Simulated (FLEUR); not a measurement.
Computed results, one entry a study.

## GdN: which magnetic order is lowest

It takes space group Fm-3m (No. 225, cubic). The conventional cell has a = 4.999 Å, b = 4.999 Å, c = 4.999 Å, α = 90.00°, β = 90.00°, γ = 90.00°. Nearest to Gd lie 6 N at 2.50 Å. Nearest to N lie 6 Gd at 2.50 Å. Farther neighbours and most contacts between anions are not listed.

```
Gd N
1.0
     0.00000    2.49950    2.49950
     2.49950    0.00000    2.49950
     2.49950    2.49950    0.00000
Gd N
1 1
Direct
  0.00000 0.00000 0.00000
  0.50000 0.50000 0.50000
```

* method: PBE with U = 6 eV on Gd f; all-electron FLAPW, Dirac cores, scalar-relativistic bands
* program: FLEUR MaX-R8.1
* settings of one run: kmax 3.61 1/bohr, gmax 10.8 1/bohr, muffin tin radii Gd: 2.8, N: 1.66 bohr, lmax Gd: [10, 8], N: [6, 4], hist occupations, smearing width 0.05 eV, mixer Anderson, mixing 0.05, max iterations 120, stop 0.0001 me/bohr³, collinear spin, 8×8×8 k-mesh, double counting FLL, mesh matched on, seeded occupations whole cubic f orbitals, Hund's first rule, starting moments 7 0 μB
* cost: 4 runs, 2.7 min in all on 4 MPI ranks of Intel Xeon Platinum 8375C at 2.90GHz (Ice Lake), shared host (the runs of this entry)
* notes: The database entry behind the starting cell differs from later determinations by our own check (about 0.3 % long). The run is spin-polarised, with a total moment of 7.00 μB a cell. Only 4 starts were tried; other patterns of signs, canted and longer-period orders were not.
* lowest state found: ferromagnetic (initial ferro +)
* largest site spin moment: 7.05 μB
* next finished state: antiferromagnetic, 4.00 meV a seeded atom higher
* spinless run over the lowest (under a U no clean measure of the moments): 10776 meV a seeded atom

The lowest state found is ferromagnetic, reached from the start ferro +, with moments up to 7.05 μB. The next finished state costs 4.0 meV a seeded atom.

[Logs and program files are shortened in this print: banners, set-up blocks, solver, clock and traceback lines can be left out without a mark of their own.]

[Logs are printed without paths, hosts, clocks, repeated set-up lines and the standing remarks that a program may print on its own settings, such as how far it seeks lower states.]

[Hosts, paths, dates, database ids (printed as entryN), source tags and the programs' standing remarks are cut or masked in the printed files.]

[Where a cell is said to come from a database of computed structures, the database is the Materials Project.]
